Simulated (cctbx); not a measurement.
## Reading a Patterson map

Space group R-3m (no. 166), a = 5.0160 Å, b = 5.0160 Å, c = 37.1020 Å, α = 90.00°, β = 90.00°, γ = 120.00°, content Ho6 Y6 Co18 Mn24.

The data are simulated with cctbx, not measured: Mo Kα, λ = 0.71073 Å, to d = 0.6 Å, 50 % of the full sphere, strongest reflection 70000 counts, noise from counting, a 6 % proportional error and a noise floor of 8 counts (s.d.); no absorption.

Patterson synthesis, origin scaled to 1000:

```text
Patterson group R -3 m :H
      u       v       w   height  length (A)
  0.000   0.000   0.000   1000.0     0.00
  0.000   0.000   0.101    360.7     3.76
  0.000   0.000   0.296    261.1    10.97
  0.000   0.000   0.200    260.0     7.40
 -0.002   0.499   0.040    188.2     2.91
  0.000   0.000   0.223    185.8     8.26
  0.000   0.500   0.149    173.0     6.08
  0.002   0.501   0.257    169.6     9.87
  0.000   0.000   0.428    162.3    15.88
  0.000   0.000   0.237    156.1     8.81
  0.000   0.000   0.130    152.9     4.83
  0.000   0.000   0.334    152.0    12.38
  0.000   0.000   0.463    150.3    17.17
  0.000   0.500   0.000    140.5     2.51
```

Q: Assign the vectors.

A peak at u stands for all pairs with xi − xj = u, with weight Σ ZiZj against Σ Z² = 64182 at the origin. Peak heights follow these weights only roughly, since form factors, motion and series ripples differ, all vectors within 0.55 Å of a peak are counted as merged into it though the farther ones add only part of their weight, and F(000) is left out, which lowers the whole map:

| u | v | w | shortest length (Å) | height | 1000 ΣZiZj/ΣZ² | pairs in the cell |
| --- | --- | --- | --- | --- | --- | --- |
| 0.000 | 0.000 | 0.101 | 3.75 | 361 | 622 | 6 × Ho–Y, 18 × Co–Mn, 12 × Mn–Mn, 3 × Y–Y |
| 0.000 | 0.000 | 0.296 | 3.21 | 261 | 210 | 3 × Ho–Ho |
| 0.000 | 0.000 | 0.200 | 5.73 | 260 | 244 | 6 × Ho–Y |
| -0.002 | 0.499 | 0.040 | 2.91 | 188 | 260 | 6 × Ho–Co, 6 × Y–Mn |
| 0.000 | 0.000 | 0.223 | 5.01 | 186 | 281 | 9 × Co–Co, 6 × Y–Mn, 9 × Mn–Mn |
| 0.000 | 0.500 | 0.149 | 6.07 | 173 | 255 | 6 × Ho–Mn, 6 × Y–Co |
| 0.002 | 0.501 | 0.257 | 3.18 | 170 | 169 | 6 × Ho–Co |
| 0.000 | 0.000 | 0.428 | 4.55 | 162 | 248 | 6 × Ho–Mn, 6 × Y–Mn |
| 0.000 | 0.000 | 0.237 | 4.60 | 156 | 277 | 6 × Ho–Mn, 6 × Y–Mn, 3 × Mn–Mn |
| 0.000 | 0.000 | 0.130 | 4.82 | 153 | 157 | 6 × Ho–Mn |

The table stops at ten peaks or at a height of 45, below which ripples compete. In the model behind the data Ho, the heaviest element, has 1 independent site: (0, 0, 0.1478), up to an allowed shift of origin; the Ho–Ho vectors are differences of these positions and their symmetry mates. The whole model:

```
atom  mult.       x       y       z  Ueq (Å²)
 Ho1      6       0       0  0.1478    0.0089
  Y1      6       0       0  0.0512    0.0114
 Co1     18  0.4979  0.5021  0.1095    0.0116
 Mn1      9       0     1/2       0    0.0105
 Mn2      6     1/3     2/3  0.0550    0.0127
 Mn3      6       0       0  0.2781    0.0133
 Mn4      3     1/3     2/3     1/6    0.0134
```

This is a model crystal, built by substitution and not relaxed, with assumed displacement parameters.

[Logs are printed without paths, hosts, clocks, repeated set-up lines and the standing remarks that a program may print on its own settings, such as how far it seeks lower states.]
